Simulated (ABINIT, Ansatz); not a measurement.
# Converging GW for BaH2 (P6_3/mmc) in ABINIT

What does each rung of G0W0 on BaH2 (P6_3/mmc) cost, and what does it buy?

Program: ABINIT 10.8.3. Level of theory: PBEsol and many-body steps on it, plane waves. Results are calculated unless marked as measured.

## Step 1: Starting point

The structure is hexagonal, space group P6_3/mmc (No. 194). The conventional cell has a = 4.462 Å, b = 4.462 Å, c = 6.055 Å, α = 90.00°, β = 90.00°, γ = 120.00°. Nearest to Ba lie 11 H at 2.58 to 3.03 Å. H has 5 Ba at 2.58 to 3.03 Å and 6 H at 2.99 Å nearest. Nearest to H lie 6 Ba at 2.99 Å and 8 H at 2.99 to 3.03 Å. Farther neighbours are not listed.

The cell and positions are those that the Materials Project relaxed with its own functionals (PBE, PBE+U or r2SCAN), kept fixed. Spin-orbit coupling is left out unless a step names it.

## Step 2: Empty states on the mesh, 3×3×4 mesh, 406 bands

This step: ABINIT 10.8.3; DFT, PBEsol, plane waves, norm-conserving pseudopotentials.

The sums over transitions need many empty states on a uniform mesh; this step solves for them.

run.abi reads:

```
acell 3*1.0 Angstrom
rprim 
  4.462025052349 0.000000000014 0.000000000000
  -2.231012526186 3.864227047650 0.000000000000
  0.000000000000 0.000000000000 6.055292590000
ntypat 2
znucl 56 1
natom 6
typat 1 1 2 2 2 2
xred 
  0.666666666667 0.333333333333 0.750000000000
  0.333333333333 0.666666666667 0.250000000000
  0.333333333333 0.666666666667 0.750000000000
  0.666666666667 0.333333333333 0.250000000000
  -0.000000000000 -0.000000000000 0.500000000000
  -0.000000000000 -0.000000000000 0.000000000000
pp_dirpath "pseudos"
pseudos "Ba.upf, H.upf"
ecut 32
ngkpt 3 3 4
nshiftk 1
shiftk 0 0 0
kptopt 1
chksymbreak 0
iscf -2
irdden 1
istwfk *1
nband 406
nbdbuf 36
tolwfr 1e-09
nstep 60
prtvol 0
indata_prefix "in"
outdata_prefix "out"
tmpdata_prefix "tmp"
```

Command:

```
$ OMP_NUM_THREADS=1 mpirun -n 8 abinit run.abi > log
```

Numbers of over 12 decimals in the logs are rounded to 6 here.

What it wrote:

```text
.Version 10.8.3 of ABINIT. v10.8.2 released Aug 2026.

 Symmetries : space group P6_3/m m c (#194); Bravais hP (primitive hexag.)
[... echo of the input left out ...]
== DATASET  1 ==================================================================
-   mpi_nproc: 8, omp_nthreads: 1 (-1 if OMP is not activated)
-    --> not optimal distribution: autoparal keyword recommended in input file <--

--- !DatasetInfo
iteration_state: {dtset: 1, }
dimensions: {natom: 6, nkpt: 9, mband: 406, nsppol: 1, nspinor: 1, nspden: 1, mpw: 6126, }
cutoff_energies: {ecut:  32.0, pawecutdg:  -1.0, }
[...]
4.79167    4.79167    4.80015    4.80015    4.80694    4.80694    4.81400    4.81534
   4.82080    4.82186    4.82187    4.83037    4.83293    4.83301    4.83930    4.83932
   4.84066    4.84076    4.84449    4.86847    4.87062    4.88431
 prteigrs : prtvol=0 or 1, do not print more k-points.

== END DATASET(S) ==============================================================
================================================================================

 -outvars: echo values of variables after computation  --------
            nband         406
             nkpt           9
          spgroup         194
 [... the other variables as echoed above ...]

 Calculation completed.
```

Run time: 3.7 min. Hardware: 8 MPI ranks of AMD EPYC 9R45, shared host; peak memory 0.98 GiB; 30 min of CPU time.

This step gave:

* gap: 1.473 eV
* k of the valence top: 0, 0, 0
* k of the conduction bottom: 0.3333, 0.3333, 0.5
* least direct gap: 2.542 eV
* k points computed: 9
* lowest point of the top converged band, above the valence top: 121.0441 eV

On this mesh the gap is 1.473 eV.

The density comes from a self-consistent run that is not shown.

## Step 3: Screening, 3×3×4 mesh, 56 bands, screening to 95.2 eV

The RPA dielectric matrix is built and inverted for each q.

This step: RPA screening on PBEsol, plane waves, norm-conserving pseudopotentials.

Changes to run.abi since step 2:

```diff
@@ -24,10 +24,11 @@
 chksymbreak 0
-iscf -2
-irdden 1
 istwfk *1
-nband 406
-nbdbuf 36
-tolwfr 1e-09
-nstep 60
-prtvol 0
+occopt 1
+irdwfk 1
+optdriver 3
+nband 56
+ecuteps 3.5
+inclvkb 2
+awtr 1
+symchi 1
 indata_prefix "in"
```

What it wrote:

```text
.Version 10.8.3 of ABINIT. v10.8.2 released Aug 2026.

 Symmetries : space group P6_3/m m c (#194); Bravais hP (primitive hexag.)
[... echo of the input left out ...]
== DATASET  1 ==================================================================
-   mpi_nproc: 8, omp_nthreads: 1 (-1 if OMP is not activated)

--- !DatasetInfo
iteration_state: {dtset: 1, }
dimensions: {natom: 6, nkpt: 9, mband: 56, nsppol: 1, nspinor: 1, nspden: 1, mpw: 6126, }
cutoff_energies: {ecut:  32.0, pawecutdg:  -1.0, }
electrons: {nelect:   2.40000000E+01, charge:   0.00000000E+00, occopt:   1.00000000E+00, tsmear:   1.00000000E-02, }

 SCREENING: Calculation of the susceptibility and dielectric matrices

 Based on a program developped by R.W. Godby, V. Olevano, G. Onida, and L. Reining.
 Incorporated in ABINIT by V. Olevano, G.-M. Rignanese, and M. Torrent.
.Using double precision arithmetic ; gwpc =  8

[... cell and pseudopotentials left out ...]
--------------------------------------------------------------------------------

 ==== K-mesh for the wavefunctions ====
 Number of points in the irreducible wedge :     9
[... list of points left out ...]
 Together with 24 symmetry operations and time-reversal symmetry
 yields    36 points in the full Brillouin Zone.

 ==== Q-mesh for the screening function ====
 Number of points in the irreducible wedge :     9
[... list of points left out ...]
 Together with 24 symmetry operations and time-reversal symmetry
 yields    36 points in the full Brillouin Zone.

 setmesh: FFT mesh size selected  =    25x   25x   40
          total number of points  =        25000

 vcoul_init : cutoff-mode = AUXILIARY_FUNCTION
 q-points for optical limit:   1
     1)      0.000010    0.000020    0.000030

- screening: taking advantage of time-reversal symmetry
- Maximum band index for partially occupied states nbvw = 12
- Remaining bands to be divided among processors   nbcw = 44
- Number of bands treated by each node ~5

 Number of electrons calculated from density =   24.0000; Expected =   24.0000
 average of density, n =  0.034063
 r_s =    1.9137
 omega_plasma =   17.8032 [eV]

 calculating chi0 at frequencies [eV] :
  1    0.000000E+00    0.000000E+00
  2    0.000000E+00    1.780320E+01

--------------------------------------------------------------------------------
  q-point number  1        q = ( 0.000000, 0.000000, 0.000000) [r.l.u.]
--------------------------------------------------------------------------------
[... chi0 elements left out ...]
 For q-point:  0.000010 0.000020 0.000030
  dielectric constant =   5.6758
  dielectric constant without local fields =   6.3302

  Average fulfillment of the sum rule on Im[epsilon] for q-point    1 :     66.85  [%]
[... wings left out ...]
  q-point number  2        q = ( 0.333333, 0.000000, 0.000000) [r.l.u.]
--------------------------------------------------------------------------------
[... chi0 elements left out ...]
  Average fulfillment of the sum rule on Im[epsilon] for q-point    2 :     79.42  [%]

 [... 7 further q-points ...]
```

The job ended after 5.4 s (8 MPI ranks; peak memory 1.6 GiB; 41 s of CPU time).

This step gave:

```
ε∞ with local fields, on this mesh, along the program's q direction : 5.676
the same without local fields                                       : 6.330
plasma frequency                                                    : 17.80 eV
plane waves in the screening matrix                                 : 225
```

Local fields lower ε∞ by 10 %. On a Γ-centred mesh this coarse the value itself is usually too large, while a short band sum pulls it down.

## Step 4: 56 bands, 95.2 eV

The self-energy is evaluated for the states that the input lists, and the levels follow from it, in one-shot runs by the linearised quasiparticle equation.

This step: G0W0 on PBEsol, plane waves, norm-conserving pseudopotentials.

Changes to run.abi since step 3:

```diff
@@ -27,8 +27,19 @@
 irdwfk 1
-optdriver 3
+optdriver 4
 nband 56
+gwcalctyp 0
+ecutsigx 32
+symsigma 1
+nkptgw 3
+kptgw 
+  0.0000000000 0.0000000000 0.0000000000
+  0.3333333333 0.3333333333 0.5000000000
+  0.0000000000 0.0000000000 0.2500000000
+bdgw 
+  11 14
+  11 14
+  11 14
 ecuteps 3.5
-inclvkb 2
-awtr 1
-symchi 1
+irdscr 1
+ppmodel 1
 indata_prefix "in"
```

What it wrote:

```text
.Version 10.8.3 of ABINIT. v10.8.2 released Aug 2026.

 Symmetries : space group P6_3/m m c (#194); Bravais hP (primitive hexag.)
[... echo of the input left out ...]
== DATASET  1 ==================================================================
-   mpi_nproc: 8, omp_nthreads: 1 (-1 if OMP is not activated)

--- !DatasetInfo
iteration_state: {dtset: 1, }
dimensions: {natom: 6, nkpt: 9, mband: 56, nsppol: 1, nspinor: 1, nspden: 1, mpw: 6126, }
cutoff_energies: {ecut:  32.0, pawecutdg:  -1.0, }
electrons: {nelect:   2.40000000E+01, charge:   0.00000000E+00, occopt:   1.00000000E+00, tsmear:   1.00000000E-02, }

 SIGMA: Calculation of the GW corrections

 Based on a program developped by R.W. Godby, V. Olevano, G. Onida, and L. Reining.
 Incorporated in ABINIT by V. Olevano, G.-M. Rignanese, and M. Torrent.
.Using double precision arithmetic ; gwpc =  8

[... cell and pseudopotentials left out ...]
--------------------------------------------------------------------------------

 ==== K-mesh for the wavefunctions ====
 Number of points in the irreducible wedge :     9
[... list of points left out ...]
 Together with 24 symmetry operations and time-reversal symmetry
 yields    36 points in the full Brillouin Zone.

 ==== Q-mesh for screening function ====
 Number of points in the irreducible wedge :     9
[... list of points left out ...]
 Together with 24 symmetry operations and time-reversal symmetry
 yields    36 points in the full Brillouin Zone.

 vcoul_init : cutoff-mode = AUXILIARY_FUNCTION
 q-points for optical limit:   1
     1)      0.000010    0.000020    0.000030
 setmesh: FFT mesh size selected  =    40x   40x   60
          total number of points  =        96000

 Number of electrons calculated from density =   24.0000; Expected =   24.0000
 average of density, n =  0.034063
 r_s =    1.9137
 omega_plasma =   17.8032 [eV]

 === KS Band Gaps ===
  >>>> For spin  1
   Minimum direct gap =   2.5425 [eV], located at k-point      :   0.0000  0.0000  0.2500
   Fundamental gap    =   1.4734 [eV], Top of valence bands at :   0.0000  0.0000  0.0000
                                       Bottom of conduction at :   0.3333  0.3333  0.5000
 SIGMA fundamental parameters:
 PLASMON POLE MODEL  1
 number of plane-waves for SigmaX                 6089
 number of plane-waves for SigmaC and W            225
 number of plane-waves for wavefunctions          6089
 number of bands                                    56
 number of independent spin polarizations            1
 number of spinorial components                      1
 number of k-points in IBZ                           9
 number of q-points in IBZ                           9
 number of symmetry operations                      24
 number of k-points in BZ                           36
 number of q-points in BZ                           36
 number of frequencies for dSigma/dE                 9
 frequency step for dSigma/dE [eV]                0.25
 number of omega for Sigma on real axis              0
 max omega for Sigma on real axis  [eV]           0.00
 zcut for avoiding poles [eV]                     0.10

 EPSILON^-1 parameters (SCR file):
 dimension of the eps^-1 matrix on file            225
 dimension of the eps^-1 matrix used               225
 number of plane-waves for wavefunctions          6089
 number of bands                                    56
 number of q-points in IBZ                           9
 number of frequencies                               2
 number of real frequencies                          1
 number of imag frequencies                          1

 matrix elements of self-energy operator (all in [eV])

 Perturbative Calculation

--- !SelfEnergy_ee
iteration_state: {dtset: 1, }
kpoint     : [   0.000,    0.000,    0.000, ]
spin       : 1
KS_gap     :    2.726
QP_gap     :    4.334
Delta_QP_KS:    1.608
data: !SigmaeeData |
     Band     E0 <VxcDFT>   SigX SigC(E0)      Z dSigC/dE  Sig(E)    E-E0       E
       11   3.623 -10.603 -13.401   2.180   0.780  -0.282 -11.085  -0.482   3.142
       12   4.131 -10.774 -13.444   2.108   0.782  -0.279 -11.214  -0.439   3.692
       13   6.857  -9.229  -4.725  -3.084   0.823  -0.215  -8.060   1.169   8.026
       14   6.857  -9.229  -4.725  -3.084   0.823  -0.215  -8.060   1.169   8.026

--- !SelfEnergy_ee
iteration_state: {dtset: 1, }
kpoint     : [   0.333,    0.333,    0.500, ]
spin       : 1
KS_gap     :    3.017
QP_gap     :    4.575
Delta_QP_KS:    1.558
data: !SigmaeeData |
     Band     E0 <VxcDFT>   SigX SigC(E0)      Z dSigC/dE  Sig(E)    E-E0       E
       11   2.587 -11.064 -14.213   2.487   0.782  -0.279 -11.582  -0.518   2.069
       12   2.587 -11.064 -14.213   2.487   0.782  -0.279 -11.582  -0.518   2.069
[...]
--- !SelfEnergy_ee
iteration_state: {dtset: 1, }
kpoint     : [   0.000,    0.000,    0.250, ]
spin       : 1
KS_gap     :    2.542
QP_gap     :    4.145
Delta_QP_KS:    1.602
data: !SigmaeeData |
     Band     E0 <VxcDFT>   SigX SigC(E0)      Z dSigC/dE  Sig(E)    E-E0       E
[...]
12   4.079 -10.806 -13.496   2.125   0.782  -0.279 -11.248  -0.442   3.638
       13   6.622  -9.221  -4.682  -3.129   0.823  -0.215  -8.060   1.160   7.782
       14   6.622  -9.221  -4.682  -3.129   0.823  -0.215  -8.060   1.160   7.782

== END DATASET(S) ==============================================================
================================================================================

 -outvars: echo values of variables after computation  --------
           etotal      0.0000000000E+00
            nband          56
             nkpt           9
          spgroup         194
 [... the other variables as echoed above ...]

 Calculation completed.
```

Elapsed: 3.8 s, on 8 MPI ranks; peak memory 1.2 GiB; 29 s of CPU time.

This step gave:

```
G0W0 gap on the points computed              : 2.952 eV
starting gap on the mesh                     : 1.473 eV
k of the valence top                         : 0, 0, 0
k of the conduction bottom                   : 0.3333, 0.3333, 0.5
Z at the valence top                         : 0.782
Z at the conduction bottom                   : 0.825
least direct G0W0 gap on the computed points : 4.144 eV
```

The gap on the mesh goes from 1.47 eV to 2.95 eV, a correction of +1.48 eV.

## Step 5: Screening, 3×3×4 mesh, 158 bands, screening to 176.9 eV

This step: RPA screening on PBEsol, plane waves, norm-conserving pseudopotentials.

Changes to run.abi since step 4:

```diff
@@ -27,19 +27,8 @@
 irdwfk 1
-optdriver 4
-nband 56
-gwcalctyp 0
-ecutsigx 32
-symsigma 1
-nkptgw 3
-kptgw 
-  0.0000000000 0.0000000000 0.0000000000
-  0.3333333333 0.3333333333 0.5000000000
-  0.0000000000 0.0000000000 0.2500000000
-bdgw 
-  11 14
-  11 14
-  11 14
-ecuteps 3.5
-irdscr 1
-ppmodel 1
+optdriver 3
+nband 158
+ecuteps 6.5
+inclvkb 2
+awtr 1
+symchi 1
 indata_prefix "in"
```

What it wrote:

```text
.Version 10.8.3 of ABINIT. v10.8.2 released Aug 2026.

 Symmetries : space group P6_3/m m c (#194); Bravais hP (primitive hexag.)
[... echo of the input left out ...]
== DATASET  1 ==================================================================
-   mpi_nproc: 8, omp_nthreads: 1 (-1 if OMP is not activated)

--- !DatasetInfo
iteration_state: {dtset: 1, }
dimensions: {natom: 6, nkpt: 9, mband: 158, nsppol: 1, nspinor: 1, nspden: 1, mpw: 6126, }
cutoff_energies: {ecut:  32.0, pawecutdg:  -1.0, }
electrons: {nelect:   2.40000000E+01, charge:   0.00000000E+00, occopt:   1.00000000E+00, tsmear:   1.00000000E-02, }

 SCREENING: Calculation of the susceptibility and dielectric matrices

 Based on a program developped by R.W. Godby, V. Olevano, G. Onida, and L. Reining.
 Incorporated in ABINIT by V. Olevano, G.-M. Rignanese, and M. Torrent.
.Using double precision arithmetic ; gwpc =  8

[... cell and pseudopotentials left out ...]
--------------------------------------------------------------------------------

 ==== K-mesh for the wavefunctions ====
 Number of points in the irreducible wedge :     9
[... list of points left out ...]
 Together with 24 symmetry operations and time-reversal symmetry
 yields    36 points in the full Brillouin Zone.

 ==== Q-mesh for the screening function ====
 Number of points in the irreducible wedge :     9
[... list of points left out ...]
 Together with 24 symmetry operations and time-reversal symmetry
 yields    36 points in the full Brillouin Zone.

 setmesh: FFT mesh size selected  =    32x   32x   48
          total number of points  =        49152

 vcoul_init : cutoff-mode = AUXILIARY_FUNCTION
 q-points for optical limit:   1
     1)      0.000010    0.000020    0.000030

- screening: taking advantage of time-reversal symmetry
- Maximum band index for partially occupied states nbvw = 12
- Remaining bands to be divided among processors   nbcw = 146
- Number of bands treated by each node ~18

 Number of electrons calculated from density =   24.0000; Expected =   24.0000
 average of density, n =  0.034063
 r_s =    1.9137
 omega_plasma =   17.8032 [eV]

 calculating chi0 at frequencies [eV] :
  1    0.000000E+00    0.000000E+00
  2    0.000000E+00    1.780320E+01

--------------------------------------------------------------------------------
  q-point number  1        q = ( 0.000000, 0.000000, 0.000000) [r.l.u.]
--------------------------------------------------------------------------------
[... chi0 elements left out ...]
 For q-point:  0.000010 0.000020 0.000030
  dielectric constant =   5.6955
  dielectric constant without local fields =   6.3383

  Average fulfillment of the sum rule on Im[epsilon] for q-point    1 :     91.75  [%]
[... wings left out ...]
  q-point number  2        q = ( 0.333333, 0.000000, 0.000000) [r.l.u.]
--------------------------------------------------------------------------------
[... chi0 elements left out ...]
  Average fulfillment of the sum rule on Im[epsilon] for q-point    2 :     96.54  [%]

 [... 7 further q-points ...]
```

Elapsed: 26 s, on 8 MPI ranks; peak memory 3 GiB; 3.4 min of CPU time.

This step gave:

```yaml
eps_infinity_with_local_fields_on_this_mesh_along_the_program_s_q_direction: 5.696
the_same_without_local_fields: 6.338
plasma_frequency: 17.80 eV
plane_waves_in_the_screening_matrix: 553
```

(Part 1 of 2 ends here.)

[Paths, hosts, dates, memory and timing lines, banners, echoed tables and standing remarks are left out of the program output.]

[Logs are printed without paths, hosts, clocks, repeated set-up lines and the standing remarks that a program may print on its own settings, such as how far it seeks lower states.]

[Runs of the session that timed out or met a known fault of the program may be left out.]

[No measured gap is set beside runs whose start may be inverted or whose files or cutoffs have a known fault.]

[Hosts, paths, dates, database ids (printed as entryN), source tags and the programs' standing remarks are cut or masked in the printed files.]

[G0W0 gaps are taken among the corrected bands and points alone; a level outside them can change the order at an edge.]

[Where Ansatz stands beside ABINIT at settings called matched, ABINIT's density can come from a denser mesh and the files from another edition; pairs whose starting gaps differed by over 0.03 eV were left out, so agreement reads better than it is.]
